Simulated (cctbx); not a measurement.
# Lattice, Laue class and space group of a new crystal

Cell: a = 4.1820 Å, b = 15.5260 Å, c = 9.7080 Å, α = 90.00°, β = 90.00°, γ = 90.00°. Expected content of the cell: Te2 Mo8 Br12.

The data are simulated with cctbx, not measured: Cu Kα, λ = 1.54184 Å, to d = 0.83 Å, 80 % of the full sphere, strongest reflection 5000 counts, noise from counting, a 4 % proportional error and a noise floor of 8 counts (s.d.); no absorption.

Tests on the unmerged data give:

```text
3657 reflections to d = 0.830 A
centring   violations  <I/sigma> of those
    A        786 of  1834      6.1
    B        811 of  1838      6.0
    C        813 of  1804      6.3
    I          1 of  1794      0.0
    R       1124 of  2443      6.4
    F       1205 of  2738      6.1
Laue class    unique    Rint  (classes that these axes allow; Friedel mates merged)
I 1 2/m 1         601   0.058
I 1 1 2/m         616   0.059
I 2/m 1 1         653   0.060
I m m m           364   0.062
space group    extra absences  I>4sigma  <I/sigma>
I 2 2 2                 0          0         -  acentric
I 21 21 21              0          0         -  acentric
I m m 2                 0          0         -  acentric
I 2 m m                 0          0         -  acentric
I m 2 m                 0          0         -  acentric
I m m m                 0          0         -  centric
Wilson B = 0.44 A^2   <|E^2-1|> = 0.712 (0.968 centric, 0.736 acentric)   E^2>4: 1.9 %
shell (A)         n   <I/sigma>
 8.23 - 1.66     56     22.2
 1.66 - 1.32     45     24.6
 1.32 - 1.15     46     23.5
 1.15 - 1.05     39     18.9
 1.05 - 0.97     51     20.9
 0.97 - 0.91     41     19.4
 0.91 - 0.87     40     23.6
 0.87 - 0.83     46     17.3
```

**Question.** What are the lattice type, the Laue class and the likely space group?

The reflections that I centring forbids are absent (⟨I/σ⟩ near 0), so the lattice is I.

Rint stays low (0.058 to 0.062) up to I m m m, the highest class in these axes.

6 settings pass the absence test. No glide or screw absences show, which leaves I 2 2 2, I 21 21 21, I m m 2, I 2 m m, I m 2 m and I m m m.

⟨|E²−1|⟩ = 0.712 leans to a non-centrosymmetric structure. The Wilson B of 0.44 Å² means U ≈ 0.0056 Å².

The true group is Imm2 (no. 44), Laue class mmm, non-centrosymmetric. The tables only narrow the choice to the tied entries; cell content, site symmetry and trial solutions must settle it.

The model is made up (kin elements in a known structure type, no relaxation), so it says nothing on whether the phase exists.

[Logs are printed without paths, hosts, clocks, repeated set-up lines and the standing remarks that a program may print on its own settings, such as how far it seeks lower states.]
